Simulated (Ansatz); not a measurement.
# MgBe2 (built on the sites of a database entry of Ba2Cd): from the cell to its phonons, part 3 of 3

Task: relax MgBe2 (built on the sites of a database entry of Ba2Cd), then find its harmonic phonons.

Ansatz 0.2.0; DFT PBEsol, scalar-relativistic, plane waves, PAW.

So far. Step 4 (Tight relaxation): The largest force component left is 0.25 meV/Å and the pressure is 0.002 GPa, within the tolerances set. The cell now holds 12.08 Å³/atom. Step 5 (Zone-centre response): Before it was imposed, the acoustic sum rule was missed by 1.0e-4 eV/Å². Small misses are needed for a sound result but don't prove that mesh and cutoff are converged. The lowest optical mode is real, 269 cm⁻¹. The relaxed cell has a = 2.774, c = 9.422 Å (conventional setting).

The structure was built from a prototype and need not be the compound's stable phase.

## Step 6: The dispersion

Stability and thermal properties need the whole zone. Linear response on a 2×2×2 q mesh gives force constants as far as a supercell of that size would.

Input file input.yaml:

```yaml
crystal:
  lattice:
    - [-1.3868309658, 1.3868309658, 4.7111559481]
    - [1.3868309658, -1.3868309658, 4.7111559481]
    - [1.3868309658, 1.3868309658, -4.7111559481]
  atoms:
    - { symbol: Be, position: [0.3015106231, 0.3015106231, 0.0] }
    - { symbol: Be, position: [0.6984893769, 0.6984893769, 0.0] }
    - { symbol: Mg, position: [0.0, 0.0, 0.0] }
kpoints:
  mp_grid: { grid: [20, 20, 20] }
hamiltonian:
  xc: pbesol
scf:
  occupations: { method: methfessel_paxton, width: 0.15 }
output:
  eigenvalues: true
phonons:
  method: dfpt
  qmesh: [2, 2, 2]
  temperatures: { t_max: 1000, t_step: 50 }
  qpath:
    path:
      - [[0.0, 0.0, 0.0], [0.0, 0.0, 0.5], [0.25, 0.25, 0.25], [0.0, 0.5, 0.0], [0.0, 0.0, 0.0], [0.5, 0.5, -0.5], [0.27166367, 0.72833633, -0.27166367]]
      - [[-0.27166367, 0.27166367, 0.27166367], [0.0, 0.0, 0.0]]
      - [[0.0, 0.0, 0.5], [-0.04332735, 0.04332735, 0.5]]
      - [[0.5, 0.5, -0.04332735], [0.5, 0.5, -0.5]]
    npoints: 10
```

On the command line:

```
$ ansatz run input.yaml --threads 4 --pin off --max-ram 7168MiB --backend cpu --events-out ev --progress --plain --runs-dir out
```

Numbers of over 12 decimals in the logs are rounded to 6 here.

The log of the run:

```text
Warning: phonons: the dynamical matrix that this run interpolates holds no multipole term above the dipole-dipole one, and a site of this crystal is no centre of inversion, so its interpolated transverse optical and acoustic branches and sound speeds can stay off near Gamma, and the density of states and the thermodynamics with them. What a run solves at a wave vector of phonons.qpoints, Gamma apart, where the deck admits one, is free of this, and under fd what a larger phonons.supercell samples
[...]
Crystal: 3 atoms, lattice volume = 36.244 Å³
Basis set: ecut = 420 eV, 739 PW (Γ), exchange–correlation on 72×72×72 points (8 copies of the dense FFT grid, shifted against one another)
Bands: 11, of which v1, the nominal top of the filled ones, is band 7 counted from 1 (6 counted from 0)
Symmetry: 16 space group operations
k-points: 641 of 8000
[...]
SCF iter   1: F=—  HF=-2091.824628 eV  |F-HF|=—  |Δ(HF+E_count)|=         —  Δρ=2.67e-3  dr2=2.00e-3  ethr=1.77e-3  ⟨swp⟩=5.3  Hψ=44436  notcnv=0
[...]
SCF iter   7: F=-2091.823348 eV  HF=-2091.823348 eV  |F-HF|=1.09e-11  |Δ(HF+E_count)|=   1.10e-9  S|Δr|=    0.00e0  Δρ=1.97e-7  dr2=6.64e-12  ethr=1.00e-12  ⟨swp⟩=4.5  Hψ=32529  notcnv=0
SCF 1 converged in 7 iterations: F = -2091.823348 eV  dr2 = 6.64e-12
[...]
SCF iter   1: F=—  HF=-2091.823348 eV  |F-HF|=—  |Δ(HF+E_count)|=         —  Δρ=1.87e-7  dr2=6.51e-12  ethr=8.95e-9  ⟨swp⟩=3.6  Hψ=67046  notcnv=0
eigensolver tolerance schedule: the retry pair's looser diagonalisation over-reported the residual by 192435.44 of it (diagonalisation noise at 1.25 of the residual, at the tolerance the schedule requests for it); recorded, not acted on — ethr = c·dr2/N_el stays at c = 1.0e-1
[...]
SCF iter   2: F=-2091.823348 eV  HF=-2091.823348 eV  |F-HF|=2.73e-12  |Δ(HF+E_count)|=   5.28e-9  S|Δr|=    0.00e0  Δρ=1.11e-7  dr2=2.96e-12  ethr=1.00e-12  ⟨swp⟩=4.7  Hψ=26863  notcnv=0
SCF 2 converged in 2 iterations: F = -2091.823348 eV  dr2 = 2.96e-12
phonons: the bands overlap, so this run is a metal and interpolates without the dipole-dipole term. If the crystal is really an insulator or semiconductor, its LO-TO splitting is missing
NSCF: frozen V_eff on 641 k-points
[...]
DFPT response loops at q = (0, 0, 0) (fractional): preconditioner auto → Kerker (q_TF=auto, 2.328 Å⁻¹) (partly filled bands, converged f_vac=0.000); β = 1.00, the filter's whole step (`scf.mixing.beta` (0.50) is not read by the response loops under this deck's `scf.mixing.preconditioner`; to damp them name `kerker` or `kerker_dos`, under which they read `scf.mixing.beta`, and type it under 1.00, their step now; both keys bind the ground state too); Broyden in place of MSR1
[...]
SCF converged after 7 iterations
[...]
Free energy (F): -2091.823348 eV
[...]
Internal energy: -2091.824058 eV  (E = F + TS)
E sigma→0 (E₀):  -2091.823525 eV
Entropy (-TS):   0.000710 eV (0.237 meV/atom)
Fermi energy:    7.247060 eV
[...]
--- Band table (eV; the first three rows and the last of 641) ---
  k-point 0: bands = [... 3 lower, -35.0123, -2.1458, 3.4601, 4.1044, 11.9099, 11.9099, 16.7557, 17.2819]
  k-point 1: bands = [... 3 lower, -35.0140, -2.0636, 3.5376, 4.1819, 11.4196, 11.8050, 15.4356, 16.7066]
  k-point 2: bands = [... 3 lower, -35.0190, -1.8176, 3.7700, 4.4125, 10.3588, 11.5282, 14.0211, 15.6652]
  k-point 640: bands = [... 3 lower, -35.0123, -1.0629, -0.1746, 9.9741, 11.7292, 11.7292, 11.8205, 15.4962]
--- Phonons (Γ-DFPT): 4 representative perturbations + reference (Σ response iterations 11) ---
  ASR residual: 1.188e-4 → 0.000e0 eV/Å²; symmetrization residual: 9.813e-7 eV/Å²
  ASR residual per site (eV/Å²): 3.76e-5 3.76e-5 1.19e-4
  Γ frequencies (cm⁻¹): 0.00 0.00 0.00 269.08 269.08 357.88 497.45 562.23 562.23
--- Phonons (arbitrary-q DFPT): 4 irreducible q on the 2×2×2 mesh ---
  q = [0.0000, 0.0000, 0.0000] (star 1, of the zone-centre solve; hermiticity 3.31e-7, symmetrization 4.84e-14): 0.00 0.00 0.00 269.08 269.08 357.88 497.45 562.23 562.23
  q = [0.0000, 0.0000, -0.5000] (star 2, 4 solved perturbations in 6556 linear systems a pass and spin channel, the states on 2112 of 8000 k-point pairs; hermiticity 1.11e-7, symmetrization 4.49e-13): -205.15 -194.55 202.87 350.51 365.60 394.78 406.49 522.15 528.00
  q = [0.0000, -0.5000, 0.0000] (star 4, 6 solved perturbations on 2112 of 8000 k-point pairs; hermiticity 1.32e-7, symmetrization 2.32e-9): -71.14 134.60 183.05 236.58 365.72 470.17 479.21 488.99 495.83
[...]
sum rule: each row above includes the acoustic sum rule's correction from the zone centre's row sums; it moved no ω² by more than (1.15 cm⁻¹)²
  mesh force constants: q→R imaginary residual 6.98e-18; ASR residual 1.188e-4 → 0.000e0 eV/Å²; symmetrization residual 2.442e-15 eV/Å²
  interpolated dispersion: 94 rows × 9 modes
  density of states and harmonic sums: on the 24×24×32 q-mesh, interpolated from the force constants of a 2×2×2 supercell (no non-analytic term)
  largest difference from the sums on the solved wave vectors: F 1.15e-1 eV, S 1.74e-4 and C_V 5.99e-5 eV/K
  zero-point energy: 0.176271 eV/cell   skipped modes (ω ≤ 0): 2671, of them read as no rigid motion or as one in doubt: 2668 (6.889e-1 modes/cell left out, lowest -205.15 cm⁻¹)   left out of the sums: 7.66e-2 of the cell's modes: C_V's classical limit lies that fraction below 3 k_B per atom; for a crystal, a wire or a layer, F and S can be off by more, and a phonons.interpolated_qmesh denser along its periods is the remedy for the sampling
```

It took 5.4 min on 4 threads of Arm Neoverse V2, shared host; peak memory 2.2 GiB.

Numbers from this step:

```yaml
sum_rule_residual_before_enforcement: 1.19e-4 eV/Å²
lowest_frequency_on_the_path: -205.1 cm⁻¹
highest_frequency_on_the_path_or_at_a_solved_wavevector: 567.2 cm⁻¹
lowest_mode_on_the_q_mesh_acoustic_modes_at_gamma_apart: -205.2 cm⁻¹
```

Frequencies (cm⁻¹) solved at each irreducible wavevector; negative means imaginary. Frequencies by wavevector, by row:

| q in reciprocal lattice units | star | mode 1 | mode 2 | mode 3 | mode 4 | mode 5 | mode 6 | mode 7 | mode 8 | mode 9 |
| --- | --- | --- | --- | --- | --- | --- | --- | --- | --- | --- |
| 0 0 0 | 1 | 0 | 0 | 0 | 269.1 | 269.1 | 357.9 | 497.4 | 562.2 | 562.2 |
| 0 0 -0.5 | 2 | -205.2 | -194.6 | 202.9 | 350.5 | 365.6 | 394.8 | 406.5 | 522.1 | 528 |
| 0 -0.5 0 | 4 | -71.1 | 134.6 | 183.1 | 236.6 | 365.7 | 470.2 | 479.2 | 489 | 495.8 |
| -0.5 -0.5 -0.5 | 1 | 168.9 | 168.9 | 218.4 | 218.4 | 224.7 | 267.1 | 402.5 | 567.2 | 567.2 |

Interpolated from a 2×2×2 q mesh, rough between the solved points. The phonon branches at the labelled points (cm⁻¹):

| point | branch 1 | branch 2 | branch 3 | branch 4 | branch 5 | branch 6 | branch 7 | branch 8 | branch 9 |
| --- | --- | --- | --- | --- | --- | --- | --- | --- | --- |
| Γ | 0 | 0 | 0 | 269 | 269 | 358 | 498 | 562 | 562 |
| halfway | 44 | 186 | 250 | 268 | 301 | 342 | 464 | 510 | 550 |
| X | -205 | -195 | 203 | 350 | 366 | 395 | 406 | 522 | 528 |
| halfway | -204 | -196 | 203 | 353 | 363 | 394 | 407 | 523 | 527 |
| P | -200 | -200 | 203 | 358 | 358 | 394 | 407 | 525 | 525 |
| halfway | -91 | 89 | 225 | 277 | 337 | 395 | 429 | 524 | 525 |
| N | -71 | 135 | 183 | 237 | 366 | 470 | 479 | 489 | 496 |
| halfway | 99 | 133 | 181 | 269 | 310 | 339 | 491 | 522 | 552 |
| Γ | 0 | 0 | 0 | 269 | 269 | 358 | 498 | 562 | 562 |
| halfway | 104 | 104 | 119 | 252 | 252 | 331 | 454 | 565 | 565 |
| M | 169 | 169 | 218 | 218 | 225 | 267 | 402 | 567 | 567 |
| halfway | -75 | 156 | 206 | 268 | 318 | 325 | 432 | 528 | 555 |
| S | -102 | 136 | 176 | 249 | 370 | 469 | 470 | 490 | 498 |
| jump to S0 | -102 | 136 | 176 | 249 | 370 | 469 | 470 | 490 | 498 |
| halfway | 132 | 139 | 161 | 286 | 292 | 351 | 500 | 516 | 550 |
| Γ | 0 | 0 | 0 | 269 | 269 | 358 | 498 | 562 | 562 |
| jump to X | -205 | -195 | 203 | 350 | 366 | 395 | 406 | 522 | 528 |
| halfway | -204 | -191 | 203 | 350 | 364 | 394 | 407 | 522 | 528 |
| R | -200 | -179 | 203 | 348 | 360 | 391 | 409 | 522 | 529 |
| jump to G′ | -200 | -179 | 203 | 348 | 360 | 391 | 409 | 522 | 529 |
| halfway | 130 | 184 | 211 | 261 | 304 | 321 | 469 | 476 | 559 |
| M | 169 | 169 | 218 | 218 | 225 | 267 | 402 | 567 | 567 |

The phonon branches as a text plot (rows in cm⁻¹; labels by their first letter):

```
    551 |********             ***************     *****  ********
    519 |   ***************  ****          **** ****   ****   *
    487 |*****             ***********       **********    ***
    455 |     *           ****        *     *** *          ***
    422 |      ************            * *** *   *     ****   **
    390 |       **********    *         *              **       *
    358 |**    * *******  **** *  ****      ***** *  ******
    326 |  ** ****     ***    ****    *    **    * **   ** ***
    294 |   *****       *       ***    *  *       * **    ******
    261 |**** *          *     *******  *******    ****     *  **
    229 |    *          *******       ****     ***         * *  *
    197 |   * **********   ******      *  *****  *     **********
    165 |    * *          *            ******  *  *          ****
    133 |  **            * *******    *   *  ********       *
    101 |  *                    ***                 **   *
     68 | ****  *             ** **  *               *     *
     36 | *   *                    **          *
      4 |*                                            *
    -28 |
    -60 |               ******             *
    -92 |      *                                          *
   -125 |       **     **                   ***         *
   -157 |        *    **                                 *
   -189 |         *****                                **
         Γ         X P      N       Γ   M    S|S     ΓR|G       M
```

Tetrahedra on a 24×24×32 mesh, mean over bins of 10 cm-1. Interpolated from a 2×2×2 q mesh, rough between the solved points. Table of phonon density of states by wavenumber; read off at these points:

| wavenumber (cm⁻¹) | phonon density of states (1/cm⁻¹/cell) |
| --- | --- |
| -205 | 3.7e-4 |
| -185 | 0.0028 |
| -165 | 0.00281 |
| -145 | 0.00283 |
| -125 | 0.00442 |
| -105 | 0.00624 |
| -85 | 0.00536 |
| -55 | 0.00307 |
| -35 | 0.00188 |
| -15 | 0.00161 |
| 5 | 0.00157 |
| 25 | 0.00177 |
| 45 | 0.00258 |
| 65 | 0.00479 |
| 85 | 0.00865 |
| 105 | 0.00605 |
| 125 | 0.00596 |
| 145 | 0.0144 |
| 165 | 0.0123 |
| 195 | 0.0164 |
| 215 | 0.0320 |
| 235 | 0.0193 |
| 255 | 0.0172 |
| 275 | 0.0112 |
| 295 | 0.0123 |
| 315 | 0.0220 |
| 335 | 0.0268 |
| 355 | 0.0169 |
| 375 | 0.00733 |
| 395 | 0.0140 |
| 415 | 0.0161 |
| 445 | 0.0122 |
| 465 | 0.0165 |
| 485 | 0.0124 |
| 505 | 0.0279 |
| 525 | 0.0367 |
| 545 | 0.0221 |
| 565 | 0.0151 |

The partial phonon density of states has structure finer than the step of the table below, so its rows give means over 25 cm⁻¹, whole bins alone (the curve runs from -213 to 594 cm⁻¹). Peaks (cm⁻¹: height): Be -101.7: 0.00539, 213.3: 0.0124, 325.0: 0.0103, 523.1: 0.0327; Mg 147.2: 0.00968, 213.3: 0.0192, 335.2: 0.0164.

Phonopy on the run's constants, 21x21x21 mesh, Gaussian sigma 5.8 cm-1. Interpolated from a 2×2×2 q mesh, rough between the solved points. Partial phonon density of states against wavenumber; means over each step; values in 1/cm⁻¹/cell:

| wavenumber (cm⁻¹) | Be | Mg |
| --- | --- | --- |
| -200 | 0.00140 | 1.4e-5 |
| -175 | 0.00276 | 4.6e-5 |
| -150 | 0.00295 | 1.1e-4 |
| -125 | 0.00393 | 4.5e-4 |
| -100 | 0.00521 | 7.5e-4 |
| -75 | 0.00432 | 8.4e-4 |
| -50 | 0.00258 | 4.6e-4 |
| -25 | 9.4e-4 | 1.7e-4 |
| 0 | 3.2e-4 | 8.2e-5 |
| 25 | 0.00131 | 3.2e-4 |
| 50 | 0.00311 | 9.8e-4 |
| 75 | 0.00450 | 0.00209 |
| 100 | 0.00429 | 0.00237 |
| 125 | 0.00383 | 0.00392 |
| 150 | 0.00431 | 0.00881 |
| 175 | 0.00508 | 0.00767 |
| 200 | 0.00879 | 0.0137 |
| 225 | 0.00891 | 0.0151 |
| 250 | 0.00599 | 0.0118 |
| 275 | 0.00477 | 0.00735 |
| 300 | 0.00607 | 0.00868 |
| 325 | 0.00916 | 0.0141 |
| 350 | 0.00705 | 0.0126 |
| 375 | 0.00739 | 0.00267 |
| 400 | 0.0111 | 0.00105 |
| 425 | 0.0126 | 0.00162 |
| 450 | 0.0122 | 6.6e-4 |
| 475 | 0.0143 | 3.8e-4 |
| 500 | 0.0240 | 5.9e-4 |
| 525 | 0.0297 | 3.4e-4 |
| 550 | 0.0224 | 1.7e-4 |
| 575 | 0.00469 | 3.0e-5 |

Symmetry leaves 4 wavevectors to solve. The lowest mode among them, the acoustic zeros apart, lies at q = (0, 0, -0.5) and is imaginary, 205.2i cm⁻¹, so the energy falls along it.

## Step 7: Isotope substitution

An isotope changes the mass and not the force constants, so no new electronic calculation is needed; the shifts show which modes move this element.

The same force constants with the mass of Mg changed from 24.305 to 25.983 u (phonopy, no LO-TO term). Both lists are sorted by frequency; levels can cross, so a row need not hold one and the same mode. Modes under 3 cm⁻¹ are left out. Isotope shifts, by row:

| q | rank | natural mass (cm⁻¹) | changed mass (cm⁻¹) |
| --- | --- | --- | --- |
| 0 0 0 | 4 | 269.1 | 265.4 |
| 0 0 0 | 5 | 269.1 | 265.4 |
| 0 0 0 | 6 | 357.9 | 352.9 |
| 0 0 0 | 7 | 497.4 | 497.4 |
| 0 0 0 | 8 | 562.2 | 562.2 |
| 0 0 0 | 9 | 562.2 | 562.2 |
| 0 0 -0.5 | 1 | -205.2 | -205.2 |
| 0 0 -0.5 | 2 | -194.6 | -194.4 |
| 0 0 -0.5 | 3 | 202.9 | 196.2 |
| 0 0 -0.5 | 4 | 350.5 | 339.4 |
| 0 0 -0.5 | 5 | 365.6 | 353.8 |
| 0 0 -0.5 | 6 | 394.8 | 394.7 |
| 0 0 -0.5 | 7 | 406.5 | 406.5 |
| 0 0 -0.5 | 8 | 522.1 | 522.1 |
| 0 0 -0.5 | 9 | 528 | 527.3 |
| 0 -0.5 0 | 1 | -71.14 | -70.6 |
| 0 -0.5 0 | 2 | 134.6 | 130.2 |
| 0 -0.5 0 | 3 | 183.1 | 183.1 |
| 0 -0.5 0 | 4 | 236.6 | 230.5 |
| 0 -0.5 0 | 5 | 365.7 | 354.7 |
| 0 -0.5 0 | 6 | 470.2 | 470.2 |
| 0 -0.5 0 | 7 | 479.2 | 479.2 |
| 0 -0.5 0 | 8 | 489 | 489 |
| 0 -0.5 0 | 9 | 495.8 | 494.5 |
| -0.5 -0.5 -0.5 | 1 | 168.9 | 163.4 |
| -0.5 -0.5 -0.5 | 2 | 168.9 | 163.4 |
| -0.5 -0.5 -0.5 | 3 | 218.4 | 217.8 |
| -0.5 -0.5 -0.5 | 4 | 218.4 | 218.4 |
| -0.5 -0.5 -0.5 | 5 | 224.7 | 218.4 |
| -0.5 -0.5 -0.5 | 6 | 267.1 | 267.1 |
| -0.5 -0.5 -0.5 | 7 | 402.5 | 401.8 |
| -0.5 -0.5 -0.5 | 8 | 567.2 | 567 |
| -0.5 -0.5 -0.5 | 9 | 567.2 | 567 |

A mode of this element alone would shift by -3.28 %. The highest zone-centre frequency without the field goes from 562.2 to 562.2 cm⁻¹ (+0.0 %). The product of the frequency ratios over all optical modes at Γ is 0.959; the product rule, (m/m′)^(3k/2) (M′/M)^(3/2) with k = 1 such atoms and M the mass of the cell, gives 0.959.

## Step 8: What came out

```json
{"space group after relaxation (within 0.01 Å)": "I4/mmm", "volume per atom": "12.1 Å³", "electronic character": "no gap on this mesh", "highest optical mode at the zone centre (no LO-TO term)": "562 cm⁻¹", "lowest optical zone-centre mode": "269 cm⁻¹", "lowest mode on the q mesh (acoustic modes at Γ apart)": "-205 cm⁻¹", "highest frequency on the path or at a solved wavevector": "567 cm⁻¹", "imaginary modes on the 2×2×2 q mesh": "yes"}
```

**Reading.** Modes are clearly imaginary (beyond 10i cm⁻¹) at 2 of the 4 irreducible wavevectors, most at q = (0, 0, -0.5) (205.2i cm⁻¹), so this structure is not a minimum of the energy. The optical modes at Γ span 269 to 562 cm⁻¹. The highest mode in this list at Γ, 562.2 cm⁻¹, is mostly motion of Be (100 % of the kinetic energy). The q mesh stands for a supercell only 5.5 Å across, so branches between the solved wavevectors are rough. With no gap, or one that is small against the smearing, the frequencies hang on the k mesh and the smearing, most of all near Kohn anomalies. The starting cell was built on a prototype and not taken from a measurement, so the phase need not exist. These are harmonic frequencies at zero temperature: anharmonic shifts, linewidths and thermal expansion are left out.

[Logs are printed without paths, hosts, clocks, repeated set-up lines and the standing remarks that a program may print on its own settings, such as how far it seeks lower states.]

[Hosts, paths, dates, database ids (printed as entryN), source tags and the programs' standing remarks are cut or masked in the printed files.]
